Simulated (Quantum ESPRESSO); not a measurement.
# Collinear magnetic orders of NiCl2 with Quantum ESPRESSO, part 2 of 2

Wanted: the moments of NiCl2 and the energy of each order that was tried.

Quantum ESPRESSO 7.5; LDA; plane waves with GBRV 1.5 LDA potentials, no spin-orbit coupling.

So far, absolute magnetization (μB): step 2 (run 1, typed as ferro +) 2.06.

The database entry behind the starting cell differs from later determinations by our own check (an axis about 1.8 % long against later determinations), so it need not match the best structure at ambient conditions.

### 4. Run 3 (antiferro q=(1/2,1/2,1/2) +−)

This order needs a doubled cell of 6 atoms.

File pw.in:

```
&CONTROL
  calculation = 'scf'
  prefix = 'pwscf'
  outdir = './tmp'
  pseudo_dir = './pseudo'
  disk_io = 'nowf'
/
&SYSTEM
  ibrav = 0
  nat = 6
  ntyp = 3
  ecutwfc = 40
  ecutrho = 280
  nbnd = 43
  occupations = 'smearing'
  smearing = 'fd'
  degauss = 0.00367493
  nspin = 2
  starting_magnetization(1) = 0.1111
  starting_magnetization(2) = -0.1111
  starting_magnetization(3) = 0
/
&ELECTRONS
  conv_thr = 1.2d-08
  electron_maxstep = 150
  mixing_beta = 0.3
/
ATOMIC_SPECIES
Ni1    58.6934 ni_lda_v1.4.uspp.F.UPF
Ni2    58.6934 ni_lda_v1.4.uspp.F.UPF
Cl     35.4500 cl_lda_v1.4.uspp.F.UPF
CELL_PARAMETERS angstrom
   3.5430000000    2.0455520038   11.5566666666
   0.0000000000    2.0455520038   11.5566666666
   1.7715000000   -1.0227760018   11.5566666666
ATOMIC_POSITIONS crystal
Ni1     0.0000000000    0.0000000000    0.0000000000
Ni2     0.5000000000    0.0000000000    0.0000000000
Cl      0.8750000000    0.2500000000    0.2500000000
Cl      0.3750000000    0.2500000000    0.2500000000
Cl      0.6250000000    0.7500000000    0.7500000000
Cl      0.1250000000    0.7500000000    0.7500000000
K_POINTS automatic
3 6 6 0 0 0
```

The run is started by

```sh
$ OMP_NUM_THREADS=1 mpirun -n 4 pw.x -nk 4 -in pw.in > pw.out
```

What it wrote:

```text
     [... lines left out ...]
Program PWSCF v.7.5 starts
     [... lines left out ...]
     number of atoms/cell      =            6
     [... lines left out ...]
     number of electrons       =        64.00
     number of Kohn-Sham states=           43
     kinetic-energy cutoff     =      40.0000  Ry
     charge density cutoff     =     280.0000  Ry
     scf convergence threshold =      1.2E-08
     [... lines left out ...]
     12 Sym. Ops., with inversion, found
     [... lines left out ...]
     number of k points=    16  Fermi-Dirac smearing, width (Ry)=  0.0037
     [... lines left out ...]
     iteration # 19     ecut=    40.00 Ry     beta= 0.30
     [... lines left out ...]
     Magnetic moment per site  (integrated on atomic sphere of radius R)
     atom   1 (R=0.084)  charge= 16.3828  magn=  1.4364
     atom   2 (R=0.084)  charge= 16.3828  magn= -1.4364
     atom   3 (R=0.084)  charge=  5.4058  magn= -0.2226
     atom   4 (R=0.084)  charge=  5.4057  magn=  0.2226
     atom   5 (R=0.084)  charge=  5.4057  magn=  0.2226
     atom   6 (R=0.084)  charge=  5.4058  magn= -0.2226
     [... lines left out ...]
     the Fermi energy is     4.8347 ev
!    total energy              =    -819.71122528 Ry
     estimated scf accuracy    <       0.00000001 Ry
     smearing contrib. (-TS)   =      -0.00001804 Ry
     [... lines left out ...]
     total magnetization       =    -0.00 Bohr mag/cell
     absolute magnetization    =     4.02 Bohr mag/cell
     convergence has been achieved in  19 iterations
```

The job ended after 6.8 min (4 MPI ranks of Arm Neoverse V1, shared host; peak memory 1.4 GiB).

Spin moment in the atom's sphere by atom:

| atom | spin moment in the atom's sphere (μB) |
| --- | --- |
| Ni1 | 1.44 |
| Ni2 | -1.44 |
| Cl3 | -0.22 |
| Cl4 | 0.22 |
| Cl5 | 0.22 |
| Cl6 | -0.22 |

Read from the output:

- smearing term TS: 2.45e-4 eV
- magnetization: 0 μB
- absolute magnetization: 4.025 μB
- final state: antiferromagnetic

### 5. Run 4, typed as no spin polarisation

File pw.in:

```
&CONTROL
  calculation = 'scf'
  prefix = 'pwscf'
  outdir = './tmp'
  pseudo_dir = './pseudo'
  disk_io = 'nowf'
/
&SYSTEM
  ibrav = 0
  nat = 3
  ntyp = 2
  ecutwfc = 40
  ecutrho = 280
  nbnd = 24
  occupations = 'smearing'
  smearing = 'fd'
  degauss = 0.00367493
/
&ELECTRONS
  conv_thr = 6d-09
  electron_maxstep = 150
  mixing_beta = 0.3
/
ATOMIC_SPECIES
Ni     58.6934 ni_lda_v1.4.uspp.F.UPF
Cl     35.4500 cl_lda_v1.4.uspp.F.UPF
CELL_PARAMETERS angstrom
   1.7715000000    1.0227760019    5.7783333333
  -1.7715000000    1.0227760019    5.7783333333
   0.0000000000   -2.0455520037    5.7783333333
ATOMIC_POSITIONS crystal
Ni      0.0000000000    0.0000000000    0.0000000000
Cl      0.2500000000    0.2500000000    0.2500000000
Cl      0.7500000000    0.7500000000    0.7500000000
K_POINTS automatic
6 6 6 0 0 0
```

What it wrote:

```text
     [... lines left out ...]
Program PWSCF v.7.5 starts
     [... lines left out ...]
     number of atoms/cell      =            3
     [... lines left out ...]
     number of electrons       =        32.00
     number of Kohn-Sham states=           24
     kinetic-energy cutoff     =      40.0000  Ry
     charge density cutoff     =     280.0000  Ry
     scf convergence threshold =      6.0E-09
     [... lines left out ...]
     12 Sym. Ops., with inversion, found
     [... lines left out ...]
     number of k points=    32  Fermi-Dirac smearing, width (Ry)=  0.0037
     [... lines left out ...]
     iteration # 17     ecut=    40.00 Ry     beta= 0.30
     [... lines left out ...]
     the Fermi energy is     4.9182 ev
!    total energy              =    -409.82168561 Ry
     estimated scf accuracy    <          3.3E-10 Ry
     smearing contrib. (-TS)   =      -0.00533021 Ry
     [... lines left out ...]
     convergence has been achieved in  17 iterations
```

Wall time 24 s (4 MPI ranks); peak memory 0.38 GiB; 95 s of CPU time.

Numbers from this step:

```yaml
smearing_term_ts: 0.07252 eV
final_state: non-magnetic (no spin polarisation)
```

### 6. Energies of the orders

An order is kept where moments of 0.15 μB or more survive with the typed signs; meshes match where a doubled cell samples the same k points as the first cell.

Orders:

| start | final state | typed order kept | energy over the lowest (meV a seeded atom) | largest site moment (μB) | net moment (μB a cell of the first run) | mesh matched | CPU time (s) |
| --- | --- | --- | --- | --- | --- | --- | --- |
| ferro + | ferromagnetic | yes | 10.32 | 1.45 | 2 | yes | 181.8 |
| antiferro q=(0,0,1/2) +- | antiferromagnetic | yes | 35.84 | 1.437 | 0 | yes | 694.7 |
| antiferro q=(1/2,1/2,1/2) +- | antiferromagnetic | yes | 0 | 1.436 | 0 | yes | 1622 |
| no spin polarisation | non-magnetic | - | 461.6 | 0 | 0 | yes | 95.15 |

### 7. The lowest state again, with its states saved

File pw.in:

```
&CONTROL
  calculation = 'scf'
  prefix = 'pwscf'
  outdir = './tmp'
  pseudo_dir = './pseudo'
  disk_io = 'low'
/
&SYSTEM
  ibrav = 0
  celldm(1) = 8
  nat = 6
  ntyp = 3
  ecutwfc = 40
  ecutrho = 280
  nbnd = 47
  occupations = 'smearing'
  smearing = 'fd'
  degauss = 0.00367493
  nspin = 2
  starting_magnetization(1) = 0.1111
  starting_magnetization(2) = -0.1111
  starting_magnetization(3) = 0
/
&ELECTRONS
  conv_thr = 1.2d-08
  electron_maxstep = 150
  mixing_beta = 0.3
/
ATOMIC_SPECIES
Ni1    58.6934 ni_lda_v1.4.uspp.F.UPF
Ni2    58.6934 ni_lda_v1.4.uspp.F.UPF
Cl     35.4500 cl_lda_v1.4.uspp.F.UPF
CELL_PARAMETERS alat
   0.8369124574436    0.4831916326077    2.7298668641832
   0.0000000000000    0.4831916326077    2.7298668641832
   0.4184562287218   -0.2415958162802    2.7298668641832
ATOMIC_POSITIONS crystal
Ni1     0.0000000000    0.0000000000    0.0000000000
Ni2     0.5000000000    0.0000000000    0.0000000000
Cl      0.8750000000    0.2500000000    0.2500000000
Cl      0.3750000000    0.2500000000    0.2500000000
Cl      0.6250000000    0.7500000000    0.7500000000
Cl      0.1250000000    0.7500000000    0.7500000000
K_POINTS automatic
3 6 6 0 0 0
```

What it wrote:

```text
     [... lines left out ...]
Program PWSCF v.7.5 starts
     [... lines left out ...]
     number of atoms/cell      =            6
     [... lines left out ...]
     number of electrons       =        64.00
     number of Kohn-Sham states=           47
     kinetic-energy cutoff     =      40.0000  Ry
     charge density cutoff     =     280.0000  Ry
     scf convergence threshold =      1.2E-08
     [... lines left out ...]
     12 Sym. Ops., with inversion, found
     [... lines left out ...]
     number of k points=    16  Fermi-Dirac smearing, width (Ry)=  0.0037
     [... lines left out ...]
     iteration # 19     ecut=    40.00 Ry     beta= 0.30
     [... lines left out ...]
     Magnetic moment per site  (integrated on atomic sphere of radius R)
     atom   1 (R=0.244)  charge= 16.3827  magn=  1.4364
     atom   2 (R=0.244)  charge= 16.3828  magn= -1.4363
     atom   3 (R=0.244)  charge=  5.4058  magn= -0.2226
     atom   4 (R=0.244)  charge=  5.4057  magn=  0.2226
     atom   5 (R=0.244)  charge=  5.4057  magn=  0.2226
     atom   6 (R=0.244)  charge=  5.4058  magn= -0.2226
     [... lines left out ...]
     the Fermi energy is     4.8347 ev
!    total energy              =    -819.71122528 Ry
     estimated scf accuracy    <          3.9E-09 Ry
     smearing contrib. (-TS)   =      -0.00001804 Ry
     [... lines left out ...]
     total magnetization       =    -0.00 Bohr mag/cell
     absolute magnetization    =     4.02 Bohr mag/cell
     convergence has been achieved in  19 iterations
```

Wall time 7.3 min (4 MPI ranks); peak memory 1.4 GiB; 29 min of CPU time.

Read from the output:

```yaml
smearing_term_ts: 2.45e-4 eV
magnetization: 0 μB
absolute_magnetization: 4.025 μB
final_state: antiferromagnetic
largest_moment: 1.436 μB
```

### 8. Löwdin moments

projwfc.x projects the saved states on orthogonalised atomic orbitals of the pseudopotential files.

What it wrote:

```text
[banner, memory and clock lines left out]
Program PROJWFC v.7.5 starts

     [... lines left out ...]
     IMPORTANT: XC functional enforced from input :
     Exchange-correlation= PZ
                           (   1   1   0   0   0   0   0)
     Any further DFT definition will be discarded
     Please, verify this is what you really want

     G-vector sticks info

     Check: negative core charge=   -0.000006

     negative rho (up, down):  2.865E-02 2.864E-02

     Gaussian broadening (read from input): ngauss,degauss=   0    0.010000

     Calling projwave ....

  Problem Sizes
  natomwfc =           42
  nbnd     =           47
  nkstot   =           32
  npwx     =         3654
  nkb      =          108

     Atomic states used for projection
     (read from pseudopotential files):

     state #   1: atom   1 (Ni1), wfc  1 (l=0 m= 1)
     state #   2: atom   1 (Ni1), wfc  2 (l=1 m= 1)
     state #   3: atom   1 (Ni1), wfc  2 (l=1 m= 2)
     state #   4: atom   1 (Ni1), wfc  2 (l=1 m= 3)
     state #   5: atom   1 (Ni1), wfc  3 (l=2 m= 1)
     state #   6: atom   1 (Ni1), wfc  3 (l=2 m= 2)
     state #   7: atom   1 (Ni1), wfc  3 (l=2 m= 3)
     state #   8: atom   1 (Ni1), wfc  3 (l=2 m= 4)
     state #   9: atom   1 (Ni1), wfc  3 (l=2 m= 5)
     state #  10: atom   1 (Ni1), wfc  4 (l=0 m= 1)
     state #  11: atom   1 (Ni1), wfc  5 (l=1 m= 1)
     state #  12: atom   1 (Ni1), wfc  5 (l=1 m= 2)
     state #  13: atom   1 (Ni1), wfc  5 (l=1 m= 3)
     state #  14: atom   2 (Ni2), wfc  1 (l=0 m= 1)
     state #  15: atom   2 (Ni2), wfc  2 (l=1 m= 1)
     state #  16: atom   2 (Ni2), wfc  2 (l=1 m= 2)
     state #  17: atom   2 (Ni2), wfc  2 (l=1 m= 3)
     state #  18: atom   2 (Ni2), wfc  3 (l=2 m= 1)
     state #  19: atom   2 (Ni2), wfc  3 (l=2 m= 2)
     state #  20: atom   2 (Ni2), wfc  3 (l=2 m= 3)
     state #  21: atom   2 (Ni2), wfc  3 (l=2 m= 4)
     state #  22: atom   2 (Ni2), wfc  3 (l=2 m= 5)
     state #  23: atom   2 (Ni2), wfc  4 (l=0 m= 1)
     state #  24: atom   2 (Ni2), wfc  5 (l=1 m= 1)
     state #  25: atom   2 (Ni2), wfc  5 (l=1 m= 2)
     state #  26: atom   2 (Ni2), wfc  5 (l=1 m= 3)
     state #  27: atom   3 (Cl ), wfc  1 (l=0 m= 1)
     state #  28: atom   3 (Cl ), wfc  2 (l=1 m= 1)
     state #  29: atom   3 (Cl ), wfc  2 (l=1 m= 2)
     state #  30: atom   3 (Cl ), wfc  2 (l=1 m= 3)
     state #  31: atom   4 (Cl ), wfc  1 (l=0 m= 1)
     state #  32: atom   4 (Cl ), wfc  2 (l=1 m= 1)
     state #  33: atom   4 (Cl ), wfc  2 (l=1 m= 2)
     state #  34: atom   4 (Cl ), wfc  2 (l=1 m= 3)
     state #  35: atom   5 (Cl ), wfc  1 (l=0 m= 1)
     state #  36: atom   5 (Cl ), wfc  2 (l=1 m= 1)
     state #  37: atom   5 (Cl ), wfc  2 (l=1 m= 2)
     state #  38: atom   5 (Cl ), wfc  2 (l=1 m= 3)
     state #  39: atom   6 (Cl ), wfc  1 (l=0 m= 1)
     state #  40: atom   6 (Cl ), wfc  2 (l=1 m= 1)
     state #  41: atom   6 (Cl ), wfc  2 (l=1 m= 2)
     state #  42: atom   6 (Cl ), wfc  2 (l=1 m= 3)

 [... projections of the bands left out ...]

Lowdin Charges:

     Atom #   1: total charge =  17.9690, s =  2.4899, p =  6.9954, d =  8.4836,
                 spin up      =   9.6958, s =  1.2442,
                 spin up      =   9.6958, p =  3.4953, pz=  1.1690, px=  1.1631, py=  1.1631,
                 spin up      =   9.6958, d =  4.9563, dz2=  0.9904, dxz=  0.9924, dyz=  0.9924, dx2-y2=  0.9905, dxy=  0.9905,
                 spin down    =   8.2732, s =  1.2457,
                 spin down    =   8.2732, p =  3.5002, pz=  1.1695, px=  1.1653, py=  1.1653,
                 spin down    =   8.2732, d =  3.5274, dz2=  0.9721, dxz=  0.5148, dyz=  0.5148, dx2-y2=  0.7629, dxy=  0.7629,
                 polarization =   1.4226, s = -0.0014, p = -0.0049, d =  1.4289,
     Atom #   2: total charge =  17.9690, s =  2.4899, p =  6.9954, d =  8.4837,
                 spin up      =   8.2732, s =  1.2457,
                 spin up      =   8.2732, p =  3.5002, pz=  1.1695, px=  1.1653, py=  1.1653,
                 spin up      =   8.2732, d =  3.5274, dz2=  0.9721, dxz=  0.5148, dyz=  0.5148, dx2-y2=  0.7629, dxy=  0.7629,
                 spin down    =   9.6957, s =  1.2442,
                 spin down    =   9.6957, p =  3.4952, pz=  1.1690, px=  1.1631, py=  1.1631,
                 spin down    =   9.6957, d =  4.9563, dz2=  0.9904, dxz=  0.9924, dyz=  0.9924, dx2-y2=  0.9905, dxy=  0.9905,
                 polarization =  -1.4225, s =  0.0014, p =  0.0049, d = -1.4289,
     Atom #   3: total charge =   6.9583, s =  1.8516, p =  5.1068, d =  0.0000,
                 spin up      =   3.3400, s =  0.9233,
                 spin up      =   3.3400, p =  2.4167, pz=  0.8206, px=  0.7981, py=  0.7981,
                 spin up      =   3.3400, d =  0.0000, dz2=  0.0000, dxz=  0.0000, dyz=  0.0000, dx2-y2=  0.0000, dxy=  0.0000,
                 spin down    =   3.6183, s =  0.9283,
                 spin down    =   3.6183, p =  2.6901, pz=  0.9068, px=  0.8916, py=  0.8916,
                 spin down    =   3.6183, d =  0.0000, dz2=  0.0000, dxz=  0.0000, dyz=  0.0000, dx2-y2=  0.0000, dxy=  0.0000,
                 polarization =  -0.2783, s = -0.0050, p = -0.2733, d =  0.0000,
     Atom #   4: total charge =   6.9583, s =  1.8515, p =  5.1068, d =  0.0000,
                 spin up      =   3.6183, s =  0.9283,
                 spin up      =   3.6183, p =  2.6900, pz=  0.9068, px=  0.8916, py=  0.8916,
                 spin up      =   3.6183, d =  0.0000, dz2=  0.0000, dxz=  0.0000, dyz=  0.0000, dx2-y2=  0.0000, dxy=  0.0000,
                 spin down    =   3.3400, s =  0.9233,
                 spin down    =   3.3400, p =  2.4167, pz=  0.8206, px=  0.7981, py=  0.7981,
                 spin down    =   3.3400, d =  0.0000, dz2=  0.0000, dxz=  0.0000, dyz=  0.0000, dx2-y2=  0.0000, dxy=  0.0000,
                 polarization =   0.2783, s =  0.0050, p =  0.2733, d =  0.0000,
     Atom #   5: total charge =   6.9583, s =  1.8515, p =  5.1068, d =  0.0000,
                 spin up      =   3.6183, s =  0.9283,
                 spin up      =   3.6183, p =  2.6900, pz=  0.9068, px=  0.8916, py=  0.8916,
                 spin up      =   3.6183, d =  0.0000, dz2=  0.0000, dxz=  0.0000, dyz=  0.0000, dx2-y2=  0.0000, dxy=  0.0000,
                 spin down    =   3.3400, s =  0.9233,
                 spin down    =   3.3400, p =  2.4167, pz=  0.8206, px=  0.7981, py=  0.7981,
                 spin down    =   3.3400, d =  0.0000, dz2=  0.0000, dxz=  0.0000, dyz=  0.0000, dx2-y2=  0.0000, dxy=  0.0000,
                 polarization =   0.2783, s =  0.0050, p =  0.2733, d =  0.0000,
     Atom #   6: total charge =   6.9583, s =  1.8516, p =  5.1068, d =  0.0000,
                 spin up      =   3.3400, s =  0.9233,
                 spin up      =   3.3400, p =  2.4167, pz=  0.8206, px=  0.7981, py=  0.7981,
                 spin up      =   3.3400, d =  0.0000, dz2=  0.0000, dxz=  0.0000, dyz=  0.0000, dx2-y2=  0.0000, dxy=  0.0000,
                 spin down    =   3.6183, s =  0.9283,
                 spin down    =   3.6183, p =  2.6901, pz=  0.9068, px=  0.8916, py=  0.8916,
                 spin down    =   3.6183, d =  0.0000, dz2=  0.0000, dxz=  0.0000, dyz=  0.0000, dx2-y2=  0.0000, dxy=  0.0000,
                 polarization =  -0.2783, s = -0.0050, p = -0.2733, d =  0.0000,
     Spilling Parameter:   0.0036
```

The job ended after 2.5 s (4 MPI ranks; peak memory 0.65 GiB).

| atom | moment in the sphere (μB) | Löwdin moment (μB) | Löwdin charge (e) |
| --- | --- | --- | --- |
| Ni1 | 1.436 | 1.423 | 17.969 |
| Ni2 | -1.436 | -1.423 | 17.969 |
| Cl3 | -0.223 | -0.278 | 6.958 |
| Cl4 | 0.223 | 0.278 | 6.958 |
| Cl5 | 0.223 | 0.278 | 6.958 |
| Cl6 | -0.223 | -0.278 | 6.958 |

### 9. Summary of results

```
lowest state found      : antiferromagnetic (from antiferro q=(1/2,1/2,1/2) +-)
largest site moment     : 1.44 μB
next state with moments : ferromagnetic, 10.3 meV a seeded atom higher
state without moments   : 462 meV a seeded atom higher
```

In words: Forming the moments gains more than four times the spread of the orders, as local moments do. The largest moment reads 1.44 μB in the sphere and 1.42 μB by Löwdin projection; a site moment hangs on how space is shared out. Only these 4 starts were compared; other wavevectors, canted and longer-period orders were not. No Hubbard term acts here. In such compounds local and semilocal functionals without one often delocalise the d electrons, and can shrink or lose moments and miss the size, sign and order of the couplings.

[Logs and program files are shortened in this print: banners, set-up blocks, solver, clock and traceback lines can be left out without a mark of their own.]

[Logs are printed without paths, hosts, clocks, repeated set-up lines and the standing remarks that a program may print on its own settings, such as how far it seeks lower states.]

[Hosts, paths, dates, database ids (printed as entryN), source tags and the programs' standing remarks are cut or masked in the printed files.]

[Where a cell is said to come from a database of computed structures, the database is the Materials Project.]
